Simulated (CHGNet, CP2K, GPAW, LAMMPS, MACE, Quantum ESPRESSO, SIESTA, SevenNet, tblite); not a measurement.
# CP2K runs on amorphous Si (114 atoms), part 2 of 2

Aim: run amorphous Si (114 atoms) in CP2K and see how near its forces come to a plane-wave reference, and at what cost.

Program: CP2K 2026.2; the method stands at each step. Banners, paths, timers and routine set-up lines are dropped from the logs unmarked, and long logs keep their key lines alone; longer cuts are marked.

So far. Step 2 (PBE, DZVP-UZH, 350/50 Ry, diagonalisation): Forces lie 4.6 % from the reference's, at 0.44 times its CPU time. Step 3 (PBE, SZV-MOLOPT-SR, 350/50 Ry, diagonalisation): Against the first run (4.6 %), the force difference from the reference is 45 %, at 0.25 times the CPU time (on 1 against 4 cores), with 456 basis functions against 1482; this set comes with other potentials too, so the change isn't the basis's alone.

## Step 4: PBE, TZVP-UZH, 350/50 Ry, diagonalisation

Method: Kohn-Sham DFT, PBE, GTH-PBE pseudopotentials, Gaussian and plane waves, TZVP-MOLOPT (UZH set), diagonalisation.

input.inp

```
&GLOBAL
  PROJECT cell
  RUN_TYPE ENERGY_FORCE
  PRINT_LEVEL LOW
&END GLOBAL
&FORCE_EVAL
  METHOD QS
  STRESS_TENSOR ANALYTICAL
  &DFT
    BASIS_SET_FILE_NAME BASIS_MOLOPT_UZH
    POTENTIAL_FILE_NAME POTENTIAL_UZH
    &MGRID
      CUTOFF 350
      REL_CUTOFF 50
    &END MGRID
    &QS
      EPS_DEFAULT 1.0E-12
    &END QS
    &SCF
      SCF_GUESS ATOMIC
      EPS_SCF 5.0E-06
      MAX_SCF 200
      ADDED_MOS 51
      &DIAGONALIZATION
        ALGORITHM STANDARD
      &END DIAGONALIZATION
      &SMEAR ON
        METHOD FERMI_DIRAC
        ELECTRONIC_TEMPERATURE [K] 580
      &END SMEAR
      &MIXING
        METHOD BROYDEN_MIXING
        ALPHA 0.15
        NBROYDEN 12
      &END MIXING
      &PRINT
        &RESTART OFF
        &END RESTART
      &END PRINT
    &END SCF
    &XC
      &XC_FUNCTIONAL PBE
      &END XC_FUNCTIONAL
    &END XC
    &PRINT
      &MULLIKEN ON
      &END MULLIKEN
      &HIRSHFELD ON
        SHAPE_FUNCTION DENSITY
      &END HIRSHFELD
      &MO ON
        EIGENVALUES T
        OCCUPATION_NUMBERS T
        MO_INDEX_RANGE 217 240
        &EACH
          QS_SCF 0
        &END EACH
        ADD_LAST NUMERIC
      &END MO
    &END PRINT
  &END DFT
  &SUBSYS
    &CELL
      A 13.28010 0.00000 0.00000
      B 0.00000 13.28010 0.00000
      C 0.00000 0.00000 13.28010
    &END CELL
    &COORD
      SCALED
      Si 0.27271 0.45527 0.53575
      Si 0.65663 0.82404 0.83841
      Si 0.28044 0.28470 0.54529
      Si 0.68500 0.36899 0.78863
      Si 0.31388 0.48726 0.26038
      Si 0.30605 0.13398 0.04851
      Si 0.54733 0.54833 0.42920
      Si 0.80753 0.00961 0.42012
      Si 0.33360 0.61136 0.13283
      Si 0.27329 0.00607 0.42592
      Si 0.34828 0.90577 0.18817
      Si 0.84802 0.34094 0.56586
      Si 0.67982 0.59206 0.69285
      Si 0.09659 0.42724 0.55374
      Si 0.06306 0.54724 0.68574
      Si 0.92123 0.12448 0.34078
      Si 0.86481 0.62757 0.91300
      Si 0.20791 0.17096 0.42061
      Si 0.69556 0.72938 0.58116
      Si 0.35845 0.55137 0.41212
[... 90 atom lines left out ...]
      Si 0.85651 0.26712 0.96059
      Si 0.63881 0.04135 0.03515
      Si 0.62556 0.03781 0.21191
      Si 0.22034 0.94236 0.57356
    &END COORD
    &KIND Si
      BASIS_SET TZVP-MOLOPT-PBE-GTH-q4
      POTENTIAL GTH-PBE-q4
    &END KIND
  &END SUBSYS
  &PRINT
    &FORCES ON
    &END FORCES
    &STRESS_TENSOR ON
    &END STRESS_TENSOR
  &END PRINT
&END FORCE_EVAL
```

Launch:

```bash
OMP_NUM_THREADS=1 mpirun -np 4 cp2k.psmp -i input.inp > output.txt
```

Numbers of over 12 decimals in the logs are rounded to 6 here.

What it wrote:

```text
CP2K| version string:                                       CP2K version 2026.2
 CP2K| Input file name                                                 input.inp
 GLOBAL| Basis set file name                                    BASIS_MOLOPT_UZH
 GLOBAL| Potential file name                                       POTENTIAL_UZH
[... lines left out ...]
 Number of electrons:                                                        456
[... lines left out ...]
  Step     Update method      Time    Convergence         Total energy    Change
[... lines left out ...]
  *** SCF run converged in    16 steps ***
[... lines left out ...]
  Fermi energy:                                                 0.192446
  Total energy:                                              -447.551535
  Total energy (extrapolated to T->0):                       -447.548771
[... lines left out ...]
 MO| E(Fermi):            0.192446 a.u.          5.236716 eV
[... lines left out ...]
 ENERGY| Total FORCE_EVAL ( QS ) energy [hartree]           -447.551638
[... lines left out ...]
 FORCES|      1  4.12845850E-03  8.15333855E-03 -3.38134871E-04   9.14524107E-03
 FORCES|      2 -1.13767420E-02 -1.19323084E-02  8.44082090E-03   1.85218168E-02
 FORCES|      3  1.66193849E-02 -1.63271198E-02 -2.22714743E-02   3.22303795E-02
[...]
FORCES|    113 -2.20418870E-02  8.77515344E-03 -1.55443450E-02   2.83632643E-02
 FORCES|    114 -6.82457819E-04  2.56005257E-03  1.14057034E-02   1.17093846E-02
 FORCES| Sum    -1.89220410E-07 -1.40359324E-07 -2.72124092E-07
 FORCES| Total atomic force                                       3.59939751E-07
 STRESS| Analytical stress tensor [bar]
 STRESS|                        x                   y                   z
 STRESS|      x        1.26087792121E+04   6.17835419559E+03  -3.57920814961E+03
 STRESS|      y        6.17835419559E+03  -1.81618468680E+03  -9.78370131507E+03
 STRESS|      z       -3.57920814961E+03  -9.78370131507E+03   8.74518425744E+03
 STRESS| 1/3 Trace                                             6.51259292757E+03
```

Elapsed: 2.9 min, on 4 MPI ranks of Arm Neoverse V1, shared host; peak memory 4.6 GiB.

Numbers from this run, and their distance from the reference:

* r.m.s. force component: 0.8127 eV/Å
* r.m.s. difference of force components: 24.95 meV/Å
* longest difference of force vectors: 93.75 meV/Å
* force difference over r.m.s. force: 3.069 %
* slope of forces against the reference's: 0.9994
* correlation of force components: 0.9995
* pressure: 0.6513 GPa
* pressure difference: -0.103 GPa

Against the first run (4.6 %), the force difference from the reference is 3.1 %, at 1.1 times the CPU time, with 1938 basis functions against 1482: the larger basis brings the forces nearer.

## Step 5: LDA, DZVP-MOLOPT-SR, 350/50 Ry, diagonalisation

Method: Kohn-Sham DFT, LDA, GTH-PADE pseudopotentials, Gaussian and plane waves, DZVP-MOLOPT-SR-GTH, diagonalisation.

Changes to input.inp since step 4:

```diff
@@ -9,4 +9,4 @@
   &DFT
-    BASIS_SET_FILE_NAME BASIS_MOLOPT_UZH
-    POTENTIAL_FILE_NAME POTENTIAL_UZH
+    BASIS_SET_FILE_NAME BASIS_MOLOPT
+    POTENTIAL_FILE_NAME GTH_POTENTIALS
     &MGRID
@@ -41,3 +41,3 @@
     &XC
-      &XC_FUNCTIONAL PBE
+      &XC_FUNCTIONAL PADE
       &END XC_FUNCTIONAL
@@ -72,4 +72,4 @@
     &KIND Si
-      BASIS_SET TZVP-MOLOPT-PBE-GTH-q4
-      POTENTIAL GTH-PBE-q4
+      BASIS_SET DZVP-MOLOPT-SR-GTH-q4
+      POTENTIAL GTH-PADE-q4
     &END KIND
```

Launch:

```bash
OMP_NUM_THREADS=2 cp2k.psmp -i input.inp > output.txt
```

What it wrote:

```text
CP2K| version string:                                       CP2K version 2026.2
 CP2K| Input file name                                                 input.inp
 GLOBAL| Basis set file name                                        BASIS_MOLOPT
 GLOBAL| Potential file name                                      GTH_POTENTIALS
[... lines left out ...]
 Number of electrons:                                                        456
[... lines left out ...]
  Step     Update method      Time    Convergence         Total energy    Change
[... lines left out ...]
  *** SCF run converged in    16 steps ***
[... lines left out ...]
  Fermi energy:                                                 0.182251
  Total energy:                                              -450.822937
  Total energy (extrapolated to T->0):                       -450.819981
[... lines left out ...]
 MO| E(Fermi):            0.182251 a.u.          4.959295 eV
[... lines left out ...]
 ENERGY| Total FORCE_EVAL ( QS ) energy [hartree]           -450.823087
[... lines left out ...]
 FORCES|      1  4.31312851E-03  6.91485996E-03  2.42572031E-04   8.15335556E-03
 FORCES|      2 -1.02387722E-02 -1.14555589E-02  7.95510559E-03   1.73016182E-02
 FORCES|      3  1.65282213E-02 -1.62173898E-02 -2.08051084E-02   3.11293811E-02
[...]
FORCES|    113 -2.13693762E-02  8.72623648E-03 -1.42118636E-02   2.71067244E-02
 FORCES|    114 -7.98894623E-04  3.16911195E-03  9.88994457E-03   1.04159736E-02
 FORCES| Sum    -2.99638042E-08 -2.31293137E-08 -2.76101759E-08
 FORCES| Total atomic force                                       4.68520707E-08
 STRESS| Analytical stress tensor [bar]
 STRESS|                        x                   y                   z
 STRESS|      x       -2.27678995832E+04   6.28274834986E+03  -3.50833440301E+03
 STRESS|      y        6.28274834986E+03  -3.72674103400E+04  -9.70010635351E+03
 STRESS|      z       -3.50833440301E+03  -9.70010635351E+03  -2.70209119139E+04
 STRESS| 1/3 Trace                                            -2.90187406123E+04
```

Elapsed: 2.6 min, on 2 threads; peak memory 2.9 GiB.

Numbers from this run, and their distance from the reference:

* r.m.s. force component: 0.7797 eV/Å
* r.m.s. difference of force components: 62.49 meV/Å
* longest difference of force vectors: 200.8 meV/Å
* force difference over r.m.s. force: 7.689 %
* slope of forces against the reference's: 0.9571
* correlation of force components: 0.9978
* pressure: -2.902 GPa
* pressure difference: -3.656 GPa

Against the first run (4.6 %), the force difference from the reference is 7.7 %, at 0.45 times the CPU time (on 2 against 4 cores); the model has changed, so this is no error of the program alone.

## Step 6: PBE, DZVP-UZH, 175/50 Ry, diagonalisation

Method: Kohn-Sham DFT, PBE, GTH-PBE pseudopotentials, Gaussian and plane waves, DZVP-MOLOPT (UZH set), diagonalisation.

Changes to input.inp since step 5:

```diff
@@ -9,6 +9,6 @@
   &DFT
-    BASIS_SET_FILE_NAME BASIS_MOLOPT
-    POTENTIAL_FILE_NAME GTH_POTENTIALS
+    BASIS_SET_FILE_NAME BASIS_MOLOPT_UZH
+    POTENTIAL_FILE_NAME POTENTIAL_UZH
     &MGRID
-      CUTOFF 350
+      CUTOFF 175
       REL_CUTOFF 50
@@ -41,3 +41,3 @@
     &XC
-      &XC_FUNCTIONAL PADE
+      &XC_FUNCTIONAL PBE
       &END XC_FUNCTIONAL
@@ -72,4 +72,4 @@
     &KIND Si
-      BASIS_SET DZVP-MOLOPT-SR-GTH-q4
-      POTENTIAL GTH-PADE-q4
+      BASIS_SET DZVP-MOLOPT-PBE-GTH-q4
+      POTENTIAL GTH-PBE-q4
     &END KIND
```

What it wrote:

```text
CP2K| version string:                                       CP2K version 2026.2
 CP2K| Input file name                                                 input.inp
 GLOBAL| Basis set file name                                    BASIS_MOLOPT_UZH
 GLOBAL| Potential file name                                       POTENTIAL_UZH
[... lines left out ...]
 Number of electrons:                                                        456
[... lines left out ...]
  Step     Update method      Time    Convergence         Total energy    Change
[... lines left out ...]
  *** SCF run converged in    16 steps ***
[... lines left out ...]
  Fermi energy:                                                 0.194007
  Total energy:                                              -447.467452
  Total energy (extrapolated to T->0):                       -447.464733
[... lines left out ...]
 MO| E(Fermi):            0.194007 a.u.          5.279191 eV
[... lines left out ...]
 ENERGY| Total FORCE_EVAL ( QS ) energy [hartree]           -447.467554
[... lines left out ...]
 FORCES|      1  4.50963982E-03  7.59414057E-03 -2.24666994E-04   8.83506070E-03
 FORCES|      2 -1.12544648E-02 -1.22683616E-02  8.75576096E-03   1.88106094E-02
 FORCES|      3  1.68350087E-02 -1.64914221E-02 -2.24500152E-02   3.25482366E-02
[...]
FORCES|    113 -2.22781765E-02  8.91840364E-03 -1.53655031E-02   2.84948023E-02
 FORCES|    114 -7.49313196E-04  2.97208441E-03  1.13209937E-02   1.17285828E-02
 FORCES| Sum    -2.74780227E-06 -5.92274996E-06 -4.29588958E-06
 FORCES| Total atomic force                                       7.81562869E-06
 STRESS| Analytical stress tensor [bar]
 STRESS|                        x                   y                   z
 STRESS|      x        1.15507989572E+04   6.31799915953E+03  -3.57716236186E+03
 STRESS|      y        6.31799915953E+03  -3.19924553597E+03  -1.00044247477E+04
 STRESS|      z       -3.57716236186E+03  -1.00044247477E+04   7.65570516758E+03
 STRESS| 1/3 Trace                                             5.33575286292E+03
```

It took 4.9 min on 2 threads; peak memory 1.4 GiB.

Numbers from this run, and their distance from the reference:

```
r.m.s. force component                          : 0.8192 eV/Å
r.m.s. difference of force components           : 37.07 meV/Å
longest difference of force vectors             : 131.5 meV/Å
force difference over r.m.s. force              : 4.56 %
slope of forces against the reference's         : 1.007
correlation of force components                 : 0.999
pressure                                        : 0.5336 GPa
pressure difference                             : -0.2207 GPa
energy less the same-level run's                : -0.0004 meV/atom
r.m.s. force difference from the same-level run : 0.054 meV/Å
```

This is a coarse setting, run to see what it loses.

Against the first run (4.6 %), the force difference from the reference is 4.6 %, at 0.91 times the CPU time (on 2 against 4 cores): the change moves forces by 0.054 meV/Å r.m.s., so most of the difference comes from elsewhere.

## Step 7: All runs compared

Differences are against the plane-wave reference, forces as r.m.s. over components; share is that over the reference's r.m.s. force, slope the least-squares factor from reference forces to these. Total energies of different programs have different zeros and aren't compared.

```
                                                         run  Δ force, r.m.s. (meV/Å)  share (%)  slope  Δ pressure (GPa)  cores  CPU time  memory (GiB)
                                                   reference                        -          -      -                 -      4    24 min           9.2
              CP2K PBE, DZVP-UZH, 350/50 Ry, diagonalisation                     37.1       4.56  1.007            -0.221      4    11 min           4.4
CP2K PBE, SZV-MOLOPT-SR, 350/50 Ry, diagonalisation (coarse)                      368       45.3  1.334              6.37      1   2.6 min           2.7
              CP2K PBE, TZVP-UZH, 350/50 Ry, diagonalisation                     24.9       3.07  0.999            -0.103      4    11 min           4.6
        CP2K LDA, DZVP-MOLOPT-SR, 350/50 Ry, diagonalisation                     62.5       7.69  0.957             -3.66      2   4.7 min           2.9
     CP2K PBE, DZVP-UZH, 175/50 Ry, diagonalisation (coarse)                     37.1       4.56  1.007            -0.221      2   9.6 min           1.4
```

Rows marked coarse were listed beforehand as settings not expected to be converged; some can still land near the reference.

CPU time is summed over cores on a shared host, where runs went side by side, so it is rough. Symmetry, cutoffs, thresholds, outputs and thread counts weren't matched or tuned between programs; memory under MPI is the largest rank's times the ranks.

Within one program, basis, potentials and functional, energies share a zero. Each run against its twin at the usual cutoff or grid and solver:

```
                                           run                                  twin  Δ energy (meV/atom)  Δ force, r.m.s. (meV/Å)         CPU time over the twin's
CP2K PBE, DZVP-UZH, 175/50 Ry, diagonalisation  DZVP-UZH, 350/50 Ry, diagonalisation              -4.0e-4                    0.054  0.91 (this twin ran on 4 cores)
```

## Step 8: Results

| Item | Value |
| --- | --- |
| nearest in forces | CP2K PBE, TZVP-UZH, 350/50 Ry, diagonalisation, 3.1 % |
| its CPU time | 11 min |

What this shows: The PBE runs in local orbitals, coarse settings apart, differ by 3.1 % (CP2K PBE, TZVP-UZH, 350/50 Ry, diagonalisation) to 4.6 % (CP2K PBE, DZVP-UZH, 350/50 Ry, diagonalisation); basis, grid and potentials can all enter. Rows with another functional or a dispersion term differ by 7.7 % (CP2K LDA, DZVP-MOLOPT-SR, 350/50 Ry, diagonalisation), which mixes the change of model with differences of basis and potentials. Runs with settings chosen to be coarse differ by 4.6 % (CP2K PBE, DZVP-UZH, 175/50 Ry, diagonalisation) to 45 % (CP2K PBE, SZV-MOLOPT-SR, 350/50 Ry, diagonalisation), their programs' other errors included. Of the electronic-structure runs that take under half the reference's CPU time, CP2K PBE, TZVP-UZH, 350/50 Ry, diagonalisation comes nearest, at 3.1 % in 11 min against 24 min. CP2K PBE, SZV-MOLOPT-SR, 350/50 Ry, diagonalisation stiffens the forces by a factor of 1.33 while following their directions (correlation 0.975); the slopes of the 5 CP2K runs lie between 0.96 and 1.33. In pressure, CP2K PBE, SZV-MOLOPT-SR, 350/50 Ry, diagonalisation misses by +6.4 GPa, at the same functional. The reference's pressure holds the uncorrected Pulay stress of its 45 Ry basis, so small pressure differences, and their order, may be the reference's own error. The quench rate of 10 K/ps is many orders above laboratory rates, so the cell is likely richer in defects and strain than a real sample. The network of bonds at the start is that of the classical potential that made the cell, and needn't be the one that DFT or experiment would give. The electronic-structure runs sample only Γ, in a cell whose shortest periodic width is 13 Å, which is coarse for a cell with partly filled levels.

[Also dropped from logs without a mark: logging warnings of Python, and SIESTA's first energy breakdown and zero terms.]

[Logs are printed without paths, hosts, clocks, repeated set-up lines and the standing remarks that a program may print on its own settings, such as how far it seeks lower states.]

[Hosts, paths, dates, database ids (printed as entryN), source tags and the programs' standing remarks are cut or masked in the printed files.]
